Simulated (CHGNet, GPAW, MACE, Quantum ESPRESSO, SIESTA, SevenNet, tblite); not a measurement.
# Running (16,0) blue phosphorene nanotube (64 atoms) with SIESTA, part 2 of 2

Wanted: SIESTA inputs and outputs for (16,0) blue phosphorene nanotube (64 atoms), checked against a plane-wave reference.

Program: SIESTA 5.4.2; the method stands at each step. Banners, paths, timers and routine set-up lines are dropped from the logs unmarked, and long logs keep their key lines alone; longer cuts are marked. The potentials were converted by us to PSML.

So far. Step 3 (PBE, SZP, shift 0.01 Ry, mesh 300 Ry): Against the first run (36 %), the force difference from the reference is 154 %, at 0.79 times the CPU time, with 576 basis functions against 832: the smaller basis costs accuracy. Step 4 (PBE, DZP, shift 0.04 Ry, mesh 300 Ry): Against the first run (36 %), the force difference from the reference is 27 %, at 0.66 times the CPU time: tighter orbitals come nearer here, likely by a cancellation of errors.

## Step 5: PBE, TZP, shift 0.01 Ry, mesh 300 Ry

Method: Kohn-Sham DFT, PBE, PseudoDojo 0.4.1 norm-conserving pseudopotentials (converted to PSML), numerical atomic orbitals (TZP), diagonalisation.

Input file input.fdf:

```
SystemLabel cell
NumberOfAtoms 64
NumberOfSpecies 1
%block ChemicalSpeciesLabel
  1 15 P
%endblock ChemicalSpeciesLabel
LatticeConstant 1.0 Ang
%block LatticeVectors
  26.94490 0.00000 0.00000
  0.00000 26.94490 0.00000
  0.00000 0.00000 5.68113
%endblock LatticeVectors
PAO.BasisSize TZP
PAO.EnergyShift 0.01 Ry
XC.Functional GGA
XC.Authors PBE
MeshCutoff 300 Ry
%block kgrid_Monkhorst_Pack
  1 0 0 0.0
  0 1 0 0.0
  0 0 1 0.0
%endblock kgrid_Monkhorst_Pack
SolutionMethod diagon
OccupationFunction FD
ElectronicTemperature 580 K
SCF.Mixer.Method Pulay
SCF.Mixer.Weight 0.05
SCF.Mixer.History 8
SCF.Mix Hamiltonian
MaxSCFIterations 300
SCF.DM.Tolerance 1e-04
SCF.H.Tolerance 1.0e-3 eV
WriteForces T
Write.HirshfeldPop T
Write.VoronoiPop T
Write.DM F
Write.H F
XML.Write F
AtomicCoordinatesFormat Fractional
%block AtomicCoordinatesAndAtomicSpecies
[... 64 atom lines left out: the same atoms as in the first run ...]
%endblock AtomicCoordinatesAndAtomicSpecies
```

Started as:

```
OMP_NUM_THREADS=1 siesta < input.fdf > output.txt
```

What it wrote:

```text
Version         : 5.4.2
reinit: System Name:
reinit: System Label: cell
initatom: Reading input for the pseudopotentials and atomic orbitals ----------
Species number:   1 Atomic number:   15 Label: P
Ground state valence configuration (from tables):   3s02  3p03  3d00  4f00
---- Processing specs for species: P
GGA--PBE XC_GGA_X_PBE--XC_GGA_C_PBE pb
[... lines left out ...]
        iscf     Eharris(eV)        E_KS(eV)     FreeEng(eV)     dDmax    Ef(eV) dHmax(eV)
[... lines left out ...]
SCF Convergence by DM+H criterion
[... lines left out ...]
SCF cycle converged after 13 iterations
[... lines left out ...]
   Max    2.177912
[... lines left out ...]
   Max    2.177912    constrained
Stress tensor Voigt[x,y,z,yz,xz,xy] (kbar):      -22.29      -17.35       27.04       -1.09        0.56       -0.57
[... lines left out ...]
siesta: FreeEng =    -12038.301659
[... lines left out ...]
siesta:         Fermi =      -4.127643
[... lines left out ...]
siesta: Pressure (static):
siesta:                Solid            Molecule  Units
siesta:           0.00002856         -0.00007573  Ry/Bohr**3
siesta:           0.00262257         -0.00695288  eV/Ang**3
siesta:           4.20182424        -11.13974125  kBar
    Orbital volume contribution        =          42.553652 eV
    (Free)E + p_basis*V_orbitals       =      -11995.748007 eV
    (Free)Eharris+ p_basis*V_orbitals  =      -11995.748010 eV
siesta: Electric dipole (a.u.)  =   -0.108013   -0.124110   -0.000000
siesta: Electric dipole (Debye) =   -0.274541   -0.315455   -0.000000
Hirshfeld Atomic Populations:
Atom #   charge [q] valence [e]  Species
     1    -0.007671    5.007671  P
     2     0.005226    4.994774  P
     3     0.004777    4.995223  P
[...]
--------------------
 Total     0.000017
Voronoi Atomic Populations:
Atom #   charge [q] valence [e]  Species
[...]
63    -0.009413    5.009413  P
    64    -0.000318    5.000318  P
--------------------
 Total     0.000017
```

Elapsed: 2.6 min, on 1 thread of Arm Neoverse V2, shared host; peak memory 1.3 GiB.

Numbers from this run, and their distance from the reference:

```yaml
r_m_s_force_component: 0.8005 eV/Å
r_m_s_difference_of_force_components: 244 meV/Å
longest_difference_of_force_vectors: 548 meV/Å
force_difference_over_r_m_s_force: 34.85 %
slope_of_forces_against_the_reference_s: 1.093
correlation_of_force_components: 0.9558
spacing_of_highest_filled_and_lowest_empty_level: 1.633 eV
gap_difference: -0.093 eV
```

This run lies far from the reference in forces at the same functional.

Against the first run (36 %), the force difference from the reference is 35 %, at 1.2 times the CPU time, with 1088 basis functions against 832.

## Step 6: PBE, DZP, shift 0.01 Ry, mesh 700 Ry

Method: Kohn-Sham DFT, PBE, PseudoDojo 0.4.1 norm-conserving pseudopotentials (converted to PSML), numerical atomic orbitals (DZP), diagonalisation.

Changes to input.fdf since step 5:

```diff
@@ -12,3 +12,3 @@
 %endblock LatticeVectors
-PAO.BasisSize TZP
+PAO.BasisSize DZP
 PAO.EnergyShift 0.01 Ry
@@ -16,3 +16,3 @@
 XC.Authors PBE
-MeshCutoff 300 Ry
+MeshCutoff 700 Ry
 %block kgrid_Monkhorst_Pack
```

Started as:

```
OMP_NUM_THREADS=1 mpirun -np 2 siesta < input.fdf > output.txt
```

What it wrote:

```text
Version         : 5.4.2
reinit: System Name:
reinit: System Label: cell
initatom: Reading input for the pseudopotentials and atomic orbitals ----------
Species number:   1 Atomic number:   15 Label: P
Ground state valence configuration (from tables):   3s02  3p03  3d00  4f00
---- Processing specs for species: P
GGA--PBE XC_GGA_X_PBE--XC_GGA_C_PBE pb
P pseudopotential only contains V_ls up to l=2 -- lmxkb reset.
Using PAO.SplitTailNorm
%block ChemicalSpeciesLabel
    1   15 P                       # Species index, atomic number, species label
[... lines left out ...]
stepf: Fermi-Dirac step function
        iscf     Eharris(eV)        E_KS(eV)     FreeEng(eV)     dDmax    Ef(eV) dHmax(eV)
[... lines left out ...]
SCF Convergence by DM+H criterion
[... lines left out ...]
SCF cycle converged after 14 iterations
[... lines left out ...]
   Max    2.176647
[... lines left out ...]
   Max    2.176647    constrained
Stress tensor Voigt[x,y,z,yz,xz,xy] (kbar):      -22.75      -17.86       26.47       -1.09        0.55       -0.58
[... lines left out ...]
siesta: FreeEng =    -12035.462231
[... lines left out ...]
siesta:         Corr. =    -383.238344
siesta:   Exch.-corr. =   -3556.607116
siesta:  Ion-electron =  -60567.037294
siesta:       Ion-ion =   19382.579534
siesta:         Total =  -12035.462231
siesta:         Fermi =      -4.152495
siesta: Stress tensor (static) (eV/Ang**3):
siesta:    -0.014201   -0.000359    0.000345
siesta:    -0.000359   -0.011149   -0.000681
siesta:     0.000345   -0.000681    0.016523
siesta: Cell volume =       4124.657384 Ang**3
siesta: Pressure (static):
siesta:                Solid            Molecule  Units
siesta:           0.00003205         -0.00007464  Ry/Bohr**3
siesta:           0.00294243         -0.00685303  eV/Ang**3
siesta:           4.71428538        -10.97976848  kBar
    Orbital volume contribution        =          33.965791 eV
    (Free)E + p_basis*V_orbitals       =      -12001.496440 eV
    (Free)Eharris+ p_basis*V_orbitals  =      -12001.496440 eV
siesta: Electric dipole (a.u.)  =   -0.106186   -0.121629   -0.000000
siesta: Electric dipole (Debye) =   -0.269899   -0.309149   -0.000000
Hirshfeld Atomic Populations:
Atom #   charge [q] valence [e]  Species
     1    -0.008035    5.008035  P
     2     0.005725    4.994275  P
     3     0.004342    4.995658  P
[...]
--------------------
 Total     0.000003
Voronoi Atomic Populations:
Atom #   charge [q] valence [e]  Species
[...]
63    -0.009872    5.009872  P
    64     0.000457    4.999543  P
--------------------
 Total     0.000003
```

Elapsed: 4 min, on 2 MPI ranks; peak memory 4.4 GiB; 7.9 min of CPU time.

Compared with the plane-wave run:

| Item | Value |
| --- | --- |
| r.m.s. force component | 0.8031 eV/Å |
| r.m.s. difference of force components | 251.6 meV/Å |
| longest difference of force vectors | 546.9 meV/Å |
| force difference over r.m.s. force | 35.92 % |
| slope of forces against the reference's | 1.093 |
| correlation of force components | 0.9531 |
| gap (highest filled to lowest empty level) | 1.635 eV |
| gap difference | -0.0909 eV |
| energy less the same-level run's | -0.0532 meV/atom |
| r.m.s. force difference from the same-level run | 0.309 meV/Å |

This run lies far from the reference in forces at the same functional.

Against the first run (36 %), the force difference from the reference is 36 %, at 3.6 times the CPU time (on 2 against 1 cores): the change moves forces by 0.31 meV/Å r.m.s., so most of the difference comes from elsewhere.

## Step 7: Side by side

Differences are against the plane-wave reference, forces as r.m.s. over components; share is that over the reference's r.m.s. force, slope the least-squares factor from reference forces to these. Total energies of different programs have different zeros and aren't compared.

| run | Δ force, r.m.s. (meV/Å) | share (%) | slope | Δ gap (eV) | cores | CPU time | memory (GiB) |
| --- | --- | --- | --- | --- | --- | --- | --- |
| reference | - | - | - | - | 8 | 30 min | 12 |
| SIESTA PBE, DZP, shift 0.01 Ry, mesh 300 Ry | 252 | 35.9 | 1.093 | -0.0908 | 1 | 2.2 min | 1.2 |
| SIESTA PBE, SZP, shift 0.01 Ry, mesh 300 Ry (coarse) | 1079 | 154 | 1.452 | -0.348 | 1 | 1.7 min | 1.1 |
| SIESTA PBE, DZP, shift 0.04 Ry, mesh 300 Ry (coarse) | 190 | 27.2 | 1.084 | -0.230 | 1 | 87 s | 0.98 |
| SIESTA PBE, TZP, shift 0.01 Ry, mesh 300 Ry | 244 | 34.8 | 1.093 | -0.093 | 1 | 2.6 min | 1.3 |
| SIESTA PBE, DZP, shift 0.01 Ry, mesh 700 Ry | 252 | 35.9 | 1.093 | -0.0909 | 2 | 7.9 min | 4.4 |

Rows marked coarse were listed beforehand as settings not expected to be converged; some can still land near the reference.

CPU time is summed over cores on a shared host, where runs went side by side, so it is rough. Symmetry, cutoffs, thresholds, outputs and thread counts weren't matched or tuned between programs; memory under MPI is the largest rank's times the ranks.

Within one program, basis, potentials and functional, energies share a zero. Each run against its twin at the usual cutoff or grid and solver:

| run | twin | Δ energy (meV/atom) | Δ force, r.m.s. (meV/Å) | CPU time over the twin's |
| --- | --- | --- | --- | --- |
| SIESTA PBE, DZP, shift 0.01 Ry, mesh 700 Ry | DZP, shift 0.01 Ry, mesh 300 Ry | -0.0532 | 0.309 | 3.6 (this twin ran on 1 cores) |

A second geometry, displaced anew (every atom was moved at random, 0.04 Å r.m.s. a Cartesian component), gives an energy difference that all programs can be tested on. The reference puts it at 8.677 meV/atom.

| run | energy less the first geometry's (meV/atom) | error (meV/atom) | force share at the second geometry (%) |
| --- | --- | --- | --- |
| SIESTA PBE, DZP, shift 0.01 Ry, mesh 300 Ry | 11.87 | 3.19 | 32.1 |
| SIESTA PBE, SZP, shift 0.01 Ry, mesh 300 Ry | 22.45 | 13.8 | 139 |
| SIESTA PBE, DZP, shift 0.04 Ry, mesh 300 Ry | 12.23 | 3.55 | 25.2 |
| SIESTA PBE, TZP, shift 0.01 Ry, mesh 300 Ry | 11.86 | 3.19 | 31.3 |
| SIESTA PBE, DZP, shift 0.01 Ry, mesh 700 Ry | 11.87 | 3.19 | 32.1 |

## Step 8: What came out

| Item | Value |
| --- | --- |
| nearest in forces | SIESTA PBE, DZP, shift 0.04 Ry, mesh 300 Ry (coarse), 27 % |
| its CPU time | 87 s |

In words: The PBE runs in local orbitals, coarse settings apart, differ by 35 % (SIESTA PBE, TZP, shift 0.01 Ry, mesh 300 Ry) to 36 % (SIESTA PBE, DZP, shift 0.01 Ry, mesh 300 Ry); basis, grid and potentials can all enter. Runs with settings chosen to be coarse differ by 27 % (SIESTA PBE, DZP, shift 0.04 Ry, mesh 300 Ry) to 154 % (SIESTA PBE, SZP, shift 0.01 Ry, mesh 300 Ry), their programs' other errors included. Of the electronic-structure runs that take under half the reference's CPU time, SIESTA PBE, DZP, shift 0.04 Ry, mesh 300 Ry comes nearest, at 27 % in 87 s against 30 min. At the same functional, gaps differ from the reference's 1.73 eV by between -0.35 and -0.09 eV. These are spacings on the run's k-points, which needn't hold the band edges. The energy difference between the two geometries, 8.68 meV/atom in the reference, is met best by SIESTA PBE, DZP, shift 0.01 Ry, mesh 300 Ry (+3.19), SIESTA PBE, TZP, shift 0.01 Ry, mesh 300 Ry (+3.19) and SIESTA PBE, DZP, shift 0.01 Ry, mesh 700 Ry (+3.19) and worst by SIESTA PBE, SZP, shift 0.01 Ry, mesh 300 Ry (coarse) (+13.8). The cell is under 6 Å thick along one periodic direction, so every atom has periodic images of itself close by, which move with it and show among its neighbours and in g(r). The electronic-structure runs sample only Γ, in a cell whose periodic width is 6 Å.

[Also dropped from logs without a mark: logging warnings of Python, and SIESTA's first energy breakdown and zero terms.]

[Logs are printed without paths, hosts, clocks, repeated set-up lines and the standing remarks that a program may print on its own settings, such as how far it seeks lower states.]

[Hosts, paths, dates, database ids (printed as entryN), source tags and the programs' standing remarks are cut or masked in the printed files.]
